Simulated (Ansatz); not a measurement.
# Changed inputs in constrained RPA: RbMnBr3 (cubic perovskite) (Pm-3m)

Wanted: the sensitivity and cost of U and J for RbMnBr3 (cubic perovskite) (Pm-3m).

Program: Ansatz 0.2.0. Level of theory: constrained RPA on LDA, plane waves, PAW. Results are calculated unless marked as measured.

The structure was built from a prototype and need not be the compound's stable phase.

### Step 1. Starting point

It takes space group Pm-3m (No. 221, cubic). Conventional cell: a = 4.923 Å, b = 4.923 Å, c = 4.923 Å, α = 90.00°, β = 90.00°, γ = 90.00°. Nearest to Rb lie 12 Br at 3.48 Å. Nearest to Mn lie 6 Br at 2.46 Å. Br has 2 Mn at 2.46 Å and 4 Rb at 3.48 Å nearest. Farther neighbours and most contacts between anions are not listed.

The structure was relaxed with LDA. The structure type comes from a generator and need not be one that this composition takes. The structure was generated from a model, not taken from a measurement. The runs that relaxed it are not among those shown. The program's search for lower electronic states was switched off, so nothing shows that the state found is the lowest. The default PAW set here is soft_2. Its files were made with PBE.

### Step 2. Base: Mn d, bands v3 to c2, 4×4×4 mesh, medium accuracy

Constrained RPA screens the interaction with every transition except those inside the target bands, which a later many-body model would treat itself.

input.yaml reads:

```yaml
crystal:
  lattice:
    - [0.0, -4.92250411, 0.0]
    - [0.0, 0.0, 4.92250411]
    - [-4.92250411, 0.0, 0.0]
  atoms:
    - { symbol: Rb, position: [0.0, 0.0, 0.0] }
    - { symbol: Mn, position: [0.5, 0.5, 0.5] }
    - { symbol: Br, position: [0.5, 0.5, 0.0] }
    - { symbol: Br, position: [0.5, 0.0, 0.5] }
    - { symbol: Br, position: [0.0, 0.5, 0.5] }
kpoints:
  mp_grid: { grid: [6, 6, 6] }
hamiltonian:
  xc: lda
scf:
  occupations: { method: gaussian, width: 0.08 }
  n_extra_bands: 19
  max_iter: 150
  lower_state_search: "off"
output:
  crpa:
    kmesh: [4, 4, 4]
    target_bands: [v3, c2]
    projections: [{ species: Mn, l: d, shell: 3 }]
  local_orbitals:
    kmesh: [8, 8, 8]
    orbitals: [{ species: Mn, l: d, shell: 3 }]
    window: { bands: [v3, c2] }
    seedname: lo
```

Launch:

```sh
ansatz run input.yaml --threads 4 --pin off --max-ram 9216MiB --backend cpu --events-out ev --progress --plain --runs-dir out
```

Numbers of over 12 decimals in the logs are rounded to 6 here.

Output:

```text
scf.n_extra_bands = 19 over 23 filled bands (N_el = 45.0): the run solves 42 bands
Engine: ansatz 0.2.0, x86_64-unknown-linux-gnu
Pseudopotentials: kind: paw
Pseudopotential: Rb, paw, valence charge 9, recommended cutoff 420 eV (normal), Rb.paw.azcp
Pseudopotential: Mn, paw, valence charge 15, recommended cutoff 420 eV (normal), Mn.paw.azcp
Pseudopotential: Br, paw, valence charge 7, recommended cutoff 420 eV (normal), Br.paw.azcp
Functional definition: SPW92
  exchange = slater_x
  correlation = pw_c
Crystal: 5 atoms, lattice volume = 119.277 Å³
Basis set: ecut = 420 eV, 2325 PW (Γ)
Bands: 42, of which v1, the nominal top of the filled ones, is band 23 counted from 1 (22 counted from 0)
Symmetry: 48 space group operations
Space group: Pm-3m (ITA 221), of the structure as read, at distance tolerance 4.9e-5 Å
k-points: 20 of 216
Non-local potential: Rb, projectors of the file, l = 0: 3, l = 1: 2, l = 2: 2
Non-local potential: Mn, projectors of the file, l = 0: 3, l = 1: 2, l = 2: 3, l = 3: 1
Non-local potential: Br, projectors of the file, l = 0: 2, l = 1: 2, l = 2: 2
PAW form: soft (Blöchl's): semilocal exchange-correlation on the pseudo side does not see the compensation charge
PAW frozen core: Rb, regenerated for the run's functional, and the local potential with it (the file was generated under x = pbe(κ = 0.804, μ = 0.219515), c = pbe(β = 0.066725))
PAW frozen core: Mn, regenerated for the run's functional, and the local potential with it (the file was generated under x = pbe(κ = 0.804, μ = 0.219515), c = pbe(β = 0.066725))
PAW frozen core: Br, regenerated for the run's functional, and the local potential with it (the file was generated under x = pbe(κ = 0.804, μ = 0.219515), c = pbe(β = 0.066725))
PAW one-centre angular grid: Rb, 110 points (default); XC on 64 Gauss nodes
PAW one-centre angular grid: Mn, 590 points (default); XC on 64 Gauss nodes
PAW one-centre angular grid: Br, 110 points (default); XC on 64 Gauss nodes
Initial density: superposition of atomic densities (neutral atoms: chi_scale 0, normalization atom), corrected by the library's trained network
Initial wavefunctions: pseudopotential atomic-orbital guess
Functional: x = slater, c = lda
SCF iter   1: F=—  HF=-15096.880474 eV  |F-HF|=—  |Δ(HF+E_count)|=         —  Δρ=1.38e-2  dr2=9.23e-2  ethr=1.77e-3  ⟨swp⟩=6.5  Hψ=4226  notcnv=0  defer=141
preconditioner: auto → Kerker (q_TF=auto, 2.319 Å⁻¹)  [metal: Δε(μ)=0.047 eV  Ē_g=13.906 eV  σ=0.080 eV  W_gap=0.32  n_scr=26 (ndim 8)  ℏωp=20.1 eV  f_vac=0.009  D(μ)=11.16/eV (n_scr^D=146)]
SCF iter   2: F=—  HF=-15096.866008 eV  |F-HF|=—  |Δ(HF+E_count)|=   1.45e-2  Δρ=7.17e-3  dr2=3.51e-2  ethr=2.05e-4  ⟨swp⟩=1.4  Hψ=1011  notcnv=0  defer=190
[...]
NSCF: frozen V_eff on 38 k-points
NSCF: frozen V_eff on 10 k-points
[...]
cRPA screening: q 1/64
cRPA screening: q 2/64
cRPA screening: q 8/64 (q-point 3)
cRPA screening: q 11/64 (q-point 6)
cRPA screening: q 23/64 (q-point 7)
cRPA screening: q 35/64 (q-point 11)
cRPA screening: q 38/64 (q-point 22)
cRPA screening: q 46/64 (q-point 23)
cRPA screening: q 58/64 (q-point 27)
cRPA screening: q 64/64 (q-point 43)
SCF converged after 8 iterations
Free energy (F): -15096.857695 eV
Harris-Foulkes:  -15096.857695 eV  (|F-HF|=4.11e-9)
Internal energy: -15096.820037 eV  (E = F + TS)
E sigma→0 (E₀):  -15096.838866 eV
Entropy (-TS):   -0.037658 eV (-7.532 meV/atom)
Fermi energy:    7.409440 eV
--- Per-component energies (eV) ---
  E_band       = -393.564708
  E_kinetic    = 908.337072
  E_local      = -4060.989995  (includes V_loc(G=0)·N_el)
  E_nonlocal   = 643.915611
  E_hartree    = 1547.756061
  E_xc         = -1028.099293
  E_vxc        = -599.390071  (∫ρ·V_xc dr)
  E_paw        = -10251.450784  (= ΣΔE_a)
  E_vpaw       = -380.951187  (= ΣTr[D̂ρ^β])
  E_aug_tail   = -0.000013  (compensation charges beyond the density's cutoff)
  E_ewald      = -2857.563441
  E_core_change = 1.274746  (= ΣΔE_core)
  E_smearing   = -0.037658  (= −TS)
  E_closure    = -0.000000  (closes the sum)
  Σ components = -15096.857695   (vs F -15096.857695, Δ=0.00e0)
--- Band table (eV; the first three rows and the last of 20) ---
  k-point 0: bands = [... 19 lower, 5.2540, 6.4626, 6.4626, 6.4626, 7.0283, 7.0283, 9.8623, 10.5378, ... 15 higher]
  k-point 1: bands = [... 19 lower, 5.0829, 6.4709, 6.8034, 6.8034, 7.0310, 7.3921, 10.3128, 11.1217, ... 15 higher]
  k-point 2: bands = [... 19 lower, 4.9167, 6.4875, 7.0352, 7.2764, 7.2764, 7.7200, 11.5248, 11.9848, ... 15 higher]
  k-point 19: bands = [... 19 lower, 5.7139, 7.6170, 7.6170, 7.6170, 9.9854, 9.9854, 11.2209, 11.8300, ... 15 higher]
--- cRPA (band scheme, projected local orbitals): target bands 21..25 (1-based), 5 Wannier function(s), 4×4×4 mesh, 50 bands' worth read of 55 solved, ecut_chi 136.0 eV, v(q+G=0) probe_charge, pair densities all_electron ---
  bands read: the sum over 50 bands ends inside a degenerate multiplet in 1 slot, whose members it reads at an even weight; the widest, k=0: bands 50 to 52 (counted from 1) at 1/3 each
  χ-basis size per q: N_G = 418..442
  window electrons = 5.0000, filled by tetrahedron_uncorrected; constrained ε̄⁻¹(q = 0, 0) head = 0.237515; min gauge Gram eig = 0.5952
  Kanamori averages over each shell's own Wannier functions (sites counted from 0, functions from 1):
    Site 1, 3D, 5 of 5 d orbitals (Wannier functions 1, 2, 3, 4, 5; wannier90's mr 1, 2, 3, 4, 5):
      screened: U = 3.5644 eV, U' = 2.7018 eV, J = 0.4216 eV
      screened d-shell averages: U_bar = F0 = 2.8743 eV, J_bar = 0.5941 eV
      screened, to within: U = 4.4e-3 eV, U' = 4.4e-3 eV, J = 5.6e-4 eV
      screened d-shell averages, to within: U_bar = 3.5e-3 eV, J_bar = 7.9e-4 eV
      bare: V = 16.8487 eV, V' = 15.7020 eV, J = 0.5458 eV
      bare d-shell averages: V_bar = F0 = 15.9313 eV, J_bar = 0.7751 eV
  Hermiticity witness max|P − P†| over intra, direct and exchange elements: 2.31e-14 eV (screened), 7.11e-15 eV (bare)
  Reality witness max|Im| over intra, direct and exchange elements: 9.38e-18 eV (screened), 4.30e-17 eV (bare)
```

Run time: 70 s. Hardware: 4 threads of Intel Xeon 6975P-C (Granite Rapids), shared host; peak memory 0.84 GiB; 4.3 min of CPU time.

Reading the cycles: dr2 is the Hartree energy of the density residual (eV), the measure of convergence; HF is the Harris–Foulkes estimate of the energy, which meets the free energy F at convergence.

This step gave:

```yaml
u: 3.564 eV
u_prime_inter_orbital: 2.702 eV
j: 0.4216 eV
bare_v: 16.85 eV
bare_j: 0.5458 eV
stated_bound_on_u: 0.004321 eV
u_over_bare_v: 0.2116
electrons_in_the_window: 5
head_of_the_constrained_inverse_dielectric_matrix: 0.2375
least_eigenvalue_of_the_projection_s_overlap: 0.5952
target_functions: 5
bands_in_the_sums: 50
r_m_s_miss_of_the_model_bands: 0.001060 eV
width_of_the_target_bands: 3.523 eV
weight_of_the_projected_orbitals_in_the_window: 0.8192
```

On the Mn d shell, screening brings the on-site interaction from 16.8 eV down to U = 3.56 eV.

### Step 3. Changed: 2×2×2 mesh

input.yaml: that of step 2 with these lines changed.

```diff
@@ -22,9 +22,4 @@
   crpa:
-    kmesh: [4, 4, 4]
+    kmesh: [2, 2, 2]
     target_bands: [v3, c2]
     projections: [{ species: Mn, l: d, shell: 3 }]
-  local_orbitals:
-    kmesh: [8, 8, 8]
-    orbitals: [{ species: Mn, l: d, shell: 3 }]
-    window: { bands: [v3, c2] }
-    seedname: lo
```

Output:

```text
[...]
Crystal: 5 atoms, lattice volume = 119.277 Å³
Basis set: ecut = 420 eV, 2325 PW (Γ)
Bands: 42, of which v1, the nominal top of the filled ones, is band 23 counted from 1 (22 counted from 0)
[... 1 set-up line as in the run before ...]
[...]
k-points: 20 of 216
[...]
SCF iter   1: F=—  HF=-15096.880474 eV  |F-HF|=—  |Δ(HF+E_count)|=         —  Δρ=1.38e-2  dr2=9.23e-2  ethr=1.77e-3  ⟨swp⟩=6.5  Hψ=4226  notcnv=0  defer=141
[...]
SCF iter   8: F=-15096.857695 eV  HF=-15096.857695 eV  |F-HF|=4.11e-9  |Δ(HF+E_count)|=   3.10e-7  Δρ=3.67e-6  dr2=1.57e-8  ethr=2.22e-10  ⟨swp⟩=10.4  Hψ=4482  notcnv=0
SCF 1 converged in 8 iterations: F = -15096.857695 eV  dr2 = 1.57e-8
[...]
NSCF: frozen V_eff on 4 k-points
[...]
cRPA screening: q 1/8
cRPA screening: q 2/8
cRPA screening: q 5/8 (q-point 4)
cRPA screening: q 8/8
SCF converged after 8 iterations
Free energy (F): -15096.857695 eV
[...]
Internal energy: -15096.820037 eV  (E = F + TS)
E sigma→0 (E₀):  -15096.838866 eV
Entropy (-TS):   -0.037658 eV (-7.532 meV/atom)
Fermi energy:    7.409440 eV
[...]
--- Band table (eV; the first three rows and the last of 20) ---
  k-point 0: bands = [... 19 lower, 5.2540, 6.4626, 6.4626, 6.4626, 7.0283, 7.0283, 9.8623, 10.5378, ... 15 higher]
  k-point 1: bands = [... 19 lower, 5.0829, 6.4709, 6.8034, 6.8034, 7.0310, 7.3921, 10.3128, 11.1217, ... 15 higher]
  k-point 2: bands = [... 19 lower, 4.9167, 6.4875, 7.0352, 7.2764, 7.2764, 7.7200, 11.5248, 11.9848, ... 15 higher]
  k-point 19: bands = [... 19 lower, 5.7139, 7.6170, 7.6170, 7.6170, 9.9854, 9.9854, 11.2209, 11.8300, ... 15 higher]
[...]
χ-basis size per q: N_G = 418..437
[...]
screened: U = 4.2365 eV, U' = 3.3095 eV, J = 0.4508 eV
      screened d-shell averages: U_bar = F0 = 3.4949 eV, J_bar = 0.6362 eV
      screened, to within: U = 1.3e-2 eV, U' = 1.3e-2 eV, J = 7.2e-4 eV
      screened d-shell averages, to within: U_bar = 1.1e-2 eV, J_bar = 1.1e-3 eV
      bare: V = 17.7455 eV, V' = 16.5505 eV, J = 0.5774 eV
      bare d-shell averages: V_bar = F0 = 16.7895 eV, J_bar = 0.8164 eV
[...]
```

Run time: 8.2 s. Hardware: 4 threads; peak memory 0.72 GiB; 28 s of CPU time.

This step gave:

```
U                                                 : 4.236 eV
U prime (inter-orbital)                           : 3.309 eV
J                                                 : 0.4508 eV
bare V                                            : 17.75 eV
bare J                                            : 0.5774 eV
stated bound on U                                 : 0.01209 eV
U over bare V                                     : 0.2387
electrons in the window                           : 5.000
head of the constrained inverse dielectric matrix : 0.2248
least eigenvalue of the projection's overlap      : 0.5952
target functions                                  : 5
bands in the sums                                 : 50
width of the target bands                         : 3.523 eV
weight of the projected orbitals in the window    : 0.8192
```

On the Mn d shell, screening brings the on-site interaction from 17.7 eV down to U = 4.24 eV.

### Step 4. Changed: sums over states on smooth products

input.yaml: that of step 3 with these lines changed.

```diff
@@ -22,4 +22,8 @@
   crpa:
-    kmesh: [2, 2, 2]
+    kmesh: [4, 4, 4]
     target_bands: [v3, c2]
     projections: [{ species: Mn, l: d, shell: 3 }]
+    accuracy: sum_over_states
+    pair_densities: pseudo
+    n_empty_bands: 46
+    ecut_chi: 136
```

Output:

```text
[...]
Crystal: 5 atoms, lattice volume = 119.277 Å³
Basis set: ecut = 420 eV, 2325 PW (Γ)
Bands: 42, of which v1, the nominal top of the filled ones, is band 23 counted from 1 (22 counted from 0)
[... 1 set-up line as in the run before ...]
[...]
k-points: 20 of 216
[...]
χ-basis size per q: N_G = 418..442
[...]
U and J over all bands: no bound (output.crpa.accuracy: sum_over_states); those below are of the sums over the bands read on the sphere of ecut_chi alone
[...]
screened: U = 3.8981 eV, U' = 2.8384 eV, J = 0.5158 eV
      screened d-shell averages: U_bar = F0 = 3.0503 eV, J_bar = 0.7277 eV
      bare: V = 16.8487 eV, V' = 15.7020 eV, J = 0.5458 eV
      bare d-shell averages: V_bar = F0 = 15.9313 eV, J_bar = 0.7751 eV
[...]
[key lines of the parts left out:]
SCF converged after 8 iterations
Free energy (F): -15096.857695 eV
Fermi energy:    7.409440 eV
```

It took 5.2 s on 4 threads; peak memory 0.64 GiB; 18 s of CPU time.

This variant gives U = 3.90 eV against 3.56 eV. It is a finite sum over empty states with no bound on its error and stays out of the table below.

### Step 5. Changed: accuracy low

input.yaml: that of step 4 with these lines changed.

```diff
@@ -25,5 +25,2 @@
     projections: [{ species: Mn, l: d, shell: 3 }]
-    accuracy: sum_over_states
-    pair_densities: pseudo
-    n_empty_bands: 46
-    ecut_chi: 136
+    accuracy: low
```

Output:

```text
[...]
Crystal: 5 atoms, lattice volume = 119.277 Å³
Basis set: ecut = 420 eV, 2325 PW (Γ)
Bands: 42, of which v1, the nominal top of the filled ones, is band 23 counted from 1 (22 counted from 0)
[... 1 set-up line as in the run before ...]
[...]
k-points: 20 of 216
[...]
χ-basis size per q: N_G = 418..442
[...]
screened: U = 3.5578 eV, U' = 2.6963 eV, J = 0.4210 eV
      screened d-shell averages: U_bar = F0 = 2.8686 eV, J_bar = 0.5933 eV
      screened, to within: U = 4.1e-2 eV, U' = 4.1e-2 eV, J = 5.5e-3 eV
      screened d-shell averages, to within: U_bar = 3.2e-2 eV, J_bar = 7.7e-3 eV
      bare: V = 16.8487 eV, V' = 15.7020 eV, J = 0.5458 eV
      bare d-shell averages: V_bar = F0 = 15.9313 eV, J_bar = 0.7751 eV
[...]
[key lines of the parts left out:]
SCF converged after 8 iterations
Free energy (F): -15096.857695 eV
Fermi energy:    7.409440 eV
```

It took 42 s on 4 threads; peak memory 0.8 GiB; 2.6 min of CPU time.

Numbers from this step:

| Property | Result |
| --- | --- |
| U | 3.558 eV |
| U prime (inter-orbital) | 2.696 eV |
| J | 0.4210 eV |
| bare V | 16.85 eV |
| bare J | 0.5458 eV |
| stated bound on U | 0.04025 eV |
| U over bare V | 0.2112 |
| electrons in the window | 5 |
| head of the constrained inverse dielectric matrix | 0.2374 |
| least eigenvalue of the projection's overlap | 0.5952 |
| target functions | 5 |
| bands in the sums | 50 |
| width of the target bands | 3.523 eV |
| weight of the projected orbitals in the window | 0.8192 |

On the Mn d shell, screening brings the on-site interaction from 16.8 eV down to U = 3.56 eV.

### Step 6. Changed: a hybrid parent, which the program doesn't serve

This step: constrained RPA on HSE06, plane waves, PAW.

input.yaml: that of step 5 with these lines changed.

```diff
@@ -14,3 +14,3 @@
 hamiltonian:
-  xc: lda
+  xc: hse06
 scf:
@@ -25,2 +25 @@
     projections: [{ species: Mn, l: d, shell: 3 }]
-    accuracy: low
```

Output:

```text
Error: output.crpa with hamiltonian.xc: <hybrid> — the cRPA pass is not lent the exchange term, and with exact exchange the velocity is complete only between two filled bands or a filled and an empty one, where its q→0 head needs it between a partly filled band and a filled or an empty one too; use an LDA or GGA functional, or a τ-reading meta-GGA without exact exchange such as r2scan
```

The job ended after 0.03 s (4 threads; peak memory 0.044 GiB).

The input was rejected at the start.

The program's message: “Error: output.crpa with hamiltonian.xc: <hybrid> — the cRPA pass is not lent the exchange term, and with exact exchange the velocity is complete only between two filled bands or a filled and an empty …”

The fault put into this input: a hybrid parent, which the program doesn't serve.

### Step 7. Changed: potentials

This step: constrained RPA on LDA, plane waves, PAW.

input.yaml: that of step 6 with these lines changed.

```diff
@@ -14,3 +14,4 @@
 hamiltonian:
-  xc: hse06
+  xc: lda
+  pseudopotentials: { kind: paw, source: ansatz }
 scf:
```

Output:

```text
[...]
Crystal: 5 atoms, lattice volume = 119.277 Å³
Basis set: ecut = 720 eV, 5185 PW (Γ)
Bands: 57, of which v1, the nominal top of the filled ones, is band 38 counted from 1 (37 counted from 0)
[... 1 set-up line as in the run before ...]
[...]
k-points: 20 of 216
[...]
χ-basis size per q: N_G = 418..442
[...]
screened: U = 3.5633 eV, U' = 2.7031 eV, J = 0.4204 eV
      screened d-shell averages: U_bar = F0 = 2.8752 eV, J_bar = 0.5925 eV
      screened, to within: U = 1.3e-2 eV, U' = 1.3e-2 eV, J = 1.1e-3 eV
      screened d-shell averages, to within: U_bar = 1.1e-2 eV, J_bar = 1.6e-3 eV
      bare: V = 16.8449 eV, V' = 15.6983 eV, J = 0.5458 eV
      bare d-shell averages: V_bar = F0 = 15.9276 eV, J_bar = 0.7751 eV
[...]
[key lines of the parts left out:]
SCF converged after 10 iterations
Free energy (F): -25163.723973 eV
Fermi energy:    9.277972 eV
```

Wall time 3.9 min (4 threads); peak memory 1.6 GiB.

Numbers from this step:

- U: 3.563 eV
- U prime (inter-orbital): 2.703 eV
- J: 0.4204 eV
- bare V: 16.84 eV
- bare J: 0.5458 eV
- stated bound on U: 0.01251 eV
- U over bare V: 0.2115
- electrons in the window: 5.000
- head of the constrained inverse dielectric matrix: 0.2375
- least eigenvalue of the projection's overlap: 0.6292
- target functions: 5
- bands in the sums: 80
- width of the target bands: 3.519 eV
- weight of the projected orbitals in the window: 0.8322

On the Mn d shell, screening brings the on-site interaction from 16.8 eV down to U = 3.56 eV.

### Step 8. Side by side

Times are wall times on 4 threads of Intel Xeon 6975P-C (Granite Rapids), shared host, good to a factor of about two.

```
          run  bare V (eV)  U (eV)  J (eV)  bound on U (eV)  width (eV)     time
target window        16.85   3.564   0.422           0.0043        3.52     70 s
   2×2×2 mesh        17.75   4.236   0.451           0.0121        3.52    8.2 s
 accuracy low        16.85   3.558   0.421           0.0402        3.52     42 s
   potentials        16.84   3.563   0.420           0.0125        3.52  3.9 min
```

### Step 9. Outcome

| Item | Value |
| --- | --- |
| target window | U 3.56 eV, J 0.42 eV |
| 2×2×2 mesh | U 4.24 eV, J 0.45 eV |
| accuracy low | U 3.56 eV, J 0.42 eV |
| potentials | U 3.56 eV, J 0.42 eV |

**Reading.** 2×2×2 mesh moves U by +0.67 eV at 0.12 times the time. Accuracy low moves U by −0.01 eV (within the solver's bounds, for the mean over orbitals). Potentials moves U by −0.001 eV (within the solver's bounds, for the mean over orbitals) at 3.3 times the time. The printed bound covers the solver alone, not the mesh, and no denser mesh than the base was run. The parent state is non-magnetic and the interaction static (zero frequency); U depends on the window and the orbitals, so it belongs to this model alone.

[Paths, hosts, dates, memory and timing lines, banners, echoed tables and standing remarks are left out of the program output.]

[Logs are printed without paths, hosts, clocks, repeated set-up lines and the standing remarks that a program may print on its own settings, such as how far it seeks lower states.]

[Runs of the session that timed out or met a known fault of the program may be left out.]

[Hosts, paths, dates, database ids (printed as entryN), source tags and the programs' standing remarks are cut or masked in the printed files.]
